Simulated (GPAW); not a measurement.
# tetragonal PbO monolayer: work function by functional and basis, part 2 of 2

Aim: the work function of both faces of tetragonal PbO monolayer, and its spread over functionals and bases. Where a layer proves gapped, the work function hangs on where the smearing puts the Fermi level, and the band edges take its place.

GPAW 26.7.0; GPAW, PAW setups; layer in a repeated cell with vacuum, relaxation of atoms and in-plane cell (the session's first sound run).

So far, upper work function (eV): step 3 (the slab's potential, PBE, GPAW) 3.51; step 5 (self-consistent run: xc = "vdW-DF2", GPAW, PAW setups, GPAW) 3.77; step 6 (self-consistent run: xc = "LDA") 3.84; step 7 (self-consistent run: xc = "revPBE") 3.39; step 8 (OptPBE vdW: xc = "optPBE-vdW", GPAW, PAW setups, GPAW) 3.62.

## 9. Real-space grid: mode = "fd"

Level of this step: GPAW, PAW setups; slab in vacuum (GPAW).

A real-space grid is a second complete basis, so it checks the plane-wave result.

File run.py:

```python
import json
import numpy as np
from ase import Atoms
from gpaw import GPAW

slab = Atoms(
    ['Pb', 'O', 'O', 'Pb'],
    positions=[
        [1.97614, 0.00000, 7.00000],
        [0.00000, 0.00000, 8.22692],
        [1.97614, 1.97614, 8.22692],
        [0.00000, 1.97614, 9.45383]],
    cell=[[3.95229, -0.0, 0.0], [-0.0, 3.95229, 0.0], [0.0, 0.0, 16.4538]],
    pbc=[True, True, False])

slab.calc = GPAW(mode='fd', h=0.18, xc='PBE', kpts={'size': (7, 7, 1), 'gamma': True},
                 occupations={'name': 'fermi-dirac', 'width': 0.05}, nbands='200%',
                 convergence={'density': 1e-05}, maxiter=200,
                 poissonsolver={'dipolelayer': 'xy'},
                 symmetry={'tolerance': 1e-3}, txt='slab.txt')
result = {}
energy = slab.get_potential_energy()
fermi = slab.calc.get_fermi_level()
v = slab.calc.get_electrostatic_potential().mean((0, 1)) - fermi
n = slab.calc.get_pseudo_density().mean((0, 1))
L = slab.cell[2, 2]
z = np.arange(len(v)) * L / len(v)
low, high = slab.positions[:, 2].min(), slab.positions[:, 2].max()
below, above = np.interp([low - 4.8, high + 4.8], z, v)
slopes = [np.interp(x, z, np.gradient(v, z)) for x in (low - 4.8, high + 4.8)]
eps = np.array([[slab.calc.get_eigenvalues(k, s) for k in range(len(slab.calc.get_ibz_k_points()))]
                for s in range(slab.calc.get_number_of_spins())]) - fermi
top, bottom = eps[eps < 0].max(), eps[eps > 0].min()
dipole = slab.get_dipole_moment()[2]
print(f'energy {energy:.4f} eV, Fermi level {fermi:.4f} eV, dipole {dipole:.5f} e A')
print(f'potential 4.8 A off the faces, from the Fermi level: lower {below:.4f} eV, upper {above:.4f} eV')
print(f'slope of the potential there: lower {slopes[0]:.5f}, upper {slopes[1]:.5f} eV/A')
print(f'nearest levels on the mesh: {top:.4f} and {bottom:.4f} eV')
print('magnetic moment', round(slab.get_magnetic_moment(), 3))
result.update(energy=energy, fermi=fermi, dipole=dipole, below=below, above=above, slopes=slopes, edges=[top, bottom],
              z=z.tolist(), v=v.tolist(), n=n.tolist(), positions=slab.positions.tolist(),
              forces=slab.get_forces(apply_constraint=False).tolist(), moments=slab.get_magnetic_moments().tolist())
json.dump(result, open('result.json', 'w'))
```

The run is started by

```
$ OMP_NUM_THREADS=1 OPENBLAS_NUM_THREADS=1 python run.py
```

The program printed:

```text
energy -22.7362 eV, Fermi level -3.2639 eV, dipole 0.00048 e A
potential 4.8 A off the faces, from the Fermi level: lower 3.2665 eV, upper 3.2610 eV
slope of the potential there: lower -0.00051, upper 0.00051 eV/A
nearest levels on the mesh: -1.4420 and 1.3148 eV
magnetic moment 0.0
```

Wall time 95 s (1 thread of Intel Xeon 6975P-C (Granite Rapids), shared host); peak memory 0.6 GiB.

Numbers from this step:

```yaml
dipole_along_the_normal: 4.76e-4 e·Å
levels_nearest_the_fermi_level_on_the_mesh: -1.442, 1.315 eV from the Fermi level
upper_work_function: 3.261 eV
lower_work_function: 3.266 eV
upper_ionisation_energy: 4.703 eV
```

Table of electrostatic potential energy of an electron (without an applied field's), less the Fermi level, planar mean by z:

| z (Å) | electrostatic potential energy of an electron (without an applied field's), less the Fermi level, planar mean (eV) |
| --- | --- |
| 0.0 | 3.26 |
| 0.5 | 3.27 |
| 1.0 | 3.27 |
| 1.5 | 3.27 |
| 2.0 | 3.27 |
| 2.5 | 3.27 |
| 3.0 | 3.27 |
| 3.5 | 3.26 |
| 4.0 | 3.25 |
| 4.5 | 3.20 |
| 5.0 | 3.04 |
| 5.5 | 2.48 |
| 6.0 | 0.481 |
| 6.5 | -6.23 |
| 7.0 | -13.6 |
| 7.5 | -6.37 |
| 8.0 | -7.51 |
| 8.5 | -6.49 |
| 9.0 | -7.19 |
| 9.5 | -13.6 |
| 10.0 | -5.32 |
| 10.5 | 0.775 |
| 11.0 | 2.57 |
| 11.5 | 3.06 |
| 12.0 | 3.20 |
| 12.5 | 3.24 |
| 13.0 | 3.26 |
| 13.5 | 3.26 |
| 14.0 | 3.26 |
| 14.5 | 3.26 |
| 15.0 | 3.26 |
| 15.5 | 3.26 |
| 16.0 | 3.26 |

The highest filled level lies 1.44 eV under the Fermi level, so the ionisation energy from the upper face is 3.261 + 1.44 = 4.703 eV, against 4.710 eV in the base run.

## 10. Atomic orbitals: mode = "lcao"

Atom-centred orbitals end a few angstrom from the surface, which tests how much the density's tail matters.

run.py: that of step 9 with these lines changed.

```diff
@@ -15,4 +15,4 @@
 
-slab.calc = GPAW(mode='fd', h=0.18, xc='PBE', kpts={'size': (7, 7, 1), 'gamma': True},
-                 occupations={'name': 'fermi-dirac', 'width': 0.05}, nbands='200%',
+slab.calc = GPAW(mode='lcao', basis='dzp', h=0.18, xc='PBE', kpts={'size': (7, 7, 1), 'gamma': True},
+                 occupations={'name': 'fermi-dirac', 'width': 0.05}, nbands='120%',
                  convergence={'density': 1e-05}, maxiter=200,
```

The program printed:

```text
energy -20.2344 eV, Fermi level -2.7152 eV, dipole 0.00048 e A
potential 4.8 A off the faces, from the Fermi level: lower 2.7180 eV, upper 2.7124 eV
slope of the potential there: lower -0.00000, upper 0.00000 eV/A
nearest levels on the mesh: -1.7592 and 1.1195 eV
magnetic moment 0.0
```

Elapsed: 24 s, on 1 thread; peak memory 0.27 GiB.

Numbers from this step:

```yaml
dipole_along_the_normal: 4.78e-4 e·Å
levels_nearest_the_fermi_level_on_the_mesh: -1.759, 1.119 eV from the Fermi level
upper_work_function: 2.712 eV
lower_work_function: 2.718 eV
upper_ionisation_energy: 4.472 eV
```

The highest filled level lies 1.76 eV under the Fermi level, so the ionisation energy from the upper face is 2.712 + 1.76 = 4.472 eV, against 4.710 eV in the base run.

## 11. All levels side by side

Times are for 1 thread of Intel Xeon 6975P-C (Granite Rapids), shared host. Results by setting:

| no. | run | upper ionisation energy (eV) | time | memory (GiB) |
| --- | --- | --- | --- | --- |
| 1 | pw | 4.710 | 28 s | 0.25 |
| 2 | RPBE | 4.592 | 28 s | 0.25 |
| 3 | vdW DF2 | 5.180 | 40 s | 0.46 |
| 4 | LDA | 4.993 | 27 s | 0.25 |
| 5 | revPBE | 4.589 | 29 s | 0.25 |
| 6 | optPBE vdW | 4.961 | 39 s | 0.46 |
| 7 | fd | 4.703 | 95 s | 0.6 |
| 8 | lcao | 4.472 | 24 s | 0.27 |

## 12. Side by side

Results and costs are gathered.

This step: comparison of work functions, dipole and cost (GPAW 26.7.0).

Ladder, by row:

| step | code | work function, upper (eV) | work function, lower (eV) | dipole (e Å) | wall time (s) | peak memory (GiB) | threads |
| --- | --- | --- | --- | --- | --- | --- | --- |
| pw | GPAW | 3.511 | 3.516 | 5.05e-4 | 27.89 | 0.25 | 1 |
| RPBE | GPAW | 3.367 | 3.372 | 5.05e-4 | 28.22 | 0.25 | 1 |
| vdW-DF2 | GPAW | 3.769 | 3.774 | 5.02e-4 | 40.25 | 0.46 | 1 |
| LDA | GPAW | 3.839 | 3.845 | 5.06e-4 | 27.25 | 0.25 | 1 |
| revPBE | GPAW | 3.393 | 3.398 | 5.05e-4 | 28.51 | 0.25 | 1 |
| optPBE-vdW | GPAW | 3.618 | 3.623 | 5.03e-4 | 38.83 | 0.46 | 1 |
| fd | GPAW | 3.261 | 3.266 | 4.76e-4 | 95.21 | 0.6 | 1 |
| lcao | GPAW | 2.712 | 2.718 | 4.78e-4 | 23.95 | 0.27 | 1 |

## 13. A changed run

One more run, with changed settings.

This step: GPAW, PAW setups; slab in vacuum (GPAW 26.7.0).

run.py: that of step 10 with these lines changed.

```diff
@@ -3,3 +3,3 @@
 from ase import Atoms
-from gpaw import GPAW
+from gpaw import GPAW, PW
 
@@ -15,5 +15,5 @@
 
-slab.calc = GPAW(mode='lcao', basis='dzp', h=0.18, xc='PBE', kpts={'size': (7, 7, 1), 'gamma': True},
-                 occupations={'name': 'fermi-dirac', 'width': 0.05}, nbands='120%',
-                 convergence={'density': 1e-05}, maxiter=200,
+slab.calc = GPAW(mode=PW(500), xc='PBE', kpts={'size': (1, 1, 1), 'gamma': True},
+                 occupations={'name': 'fermi-dirac', 'width': 0.05}, nbands='200%',
+                 convergence={'density': 1e-05}, maxiter=50,
                  poissonsolver={'dipolelayer': 'xy'},
```

The program printed:

```text
energy -18.5021 eV, Fermi level -0.3011 eV, dipole 0.00050 e A
potential 4.8 A off the faces, from the Fermi level: lower 3.5806 eV, upper 3.5751 eV
slope of the potential there: lower -0.00364, upper 0.00364 eV/A
nearest levels on the mesh: -1.1180 and 1.1308 eV
magnetic moment 0.0
```

The job ended after 4.6 s (1 thread; peak memory 0.2 GiB).

The run finished. A setting was moved off its sound value on purpose, so it serves as a test and not as the result.

The fault put into the input: one k-point (kpts = [1, 1]).

The two runs compared:

| quantity | this run | sound run | difference |
| --- | --- | --- | --- |
| upper work function (eV) | 3.5751 | 3.5105 | 0.0645 |
| lower work function (eV) | 3.5806 | 3.5161 | 0.0645 |
| upper ionisation energy (eV) | 4.6931 | 4.7099 | -0.0168 |

One result that differs is the upper work function, 3.58 eV against 3.51 eV.

## 14. What came out

```yaml
work_function_upper_and_lower_face_fermi_level_placed_in_the_gap_by_the_smearing: 3.511 and 3.516 eV
ionisation_energy_from_the_upper_face_highest_filled_level_on_the_mesh: 4.71 eV
electron_affinity_from_the_upper_face_lowest_empty_kohn_sham_level_on_the_mesh: 1.97 eV
dipole_along_the_normal: 5.1e-4 e Å
```

With plane waves and PBE the ionisation energy from the upper face is 4.71 eV and the Kohn-Sham electron affinity 1.97 eV. The levels nearest the Fermi level on the mesh lie 2.74 eV apart, so the slab is gapped there: the smearing puts the Fermi level inside the gap, and from either face the ionisation energy is the work function plus 1.2 eV. Both are Kohn-Sham levels on the mesh, and semilocal gaps are too small, so the affinity tends to come out too large and the ionisation energy too small. Work functions of a gapped slab move with the place of the Fermi level in the gap; over the runs without a planted fault the highest filled level on the mesh lies 4.47 (lcao) to 5.18 eV (vdW-DF2) under the upper vacuum level. With elements this heavy, spin-orbit coupling can move band edges by tenths of an eV. The small printed dipole stands for a step of -5.9 meV from the lower to the upper face, and the probes find -5.5 meV; values this small are near the numerical noise of both. The layer's cell and atoms come from the relaxation; spin-orbit coupling and temperature are left out.

[Logs are printed without paths, hosts, clocks, repeated set-up lines and the standing remarks that a program may print on its own settings, such as how far it seeks lower states.]

[Hosts, paths, dates, database ids (printed as entryN), source tags and the programs' standing remarks are cut or masked in the printed files.]
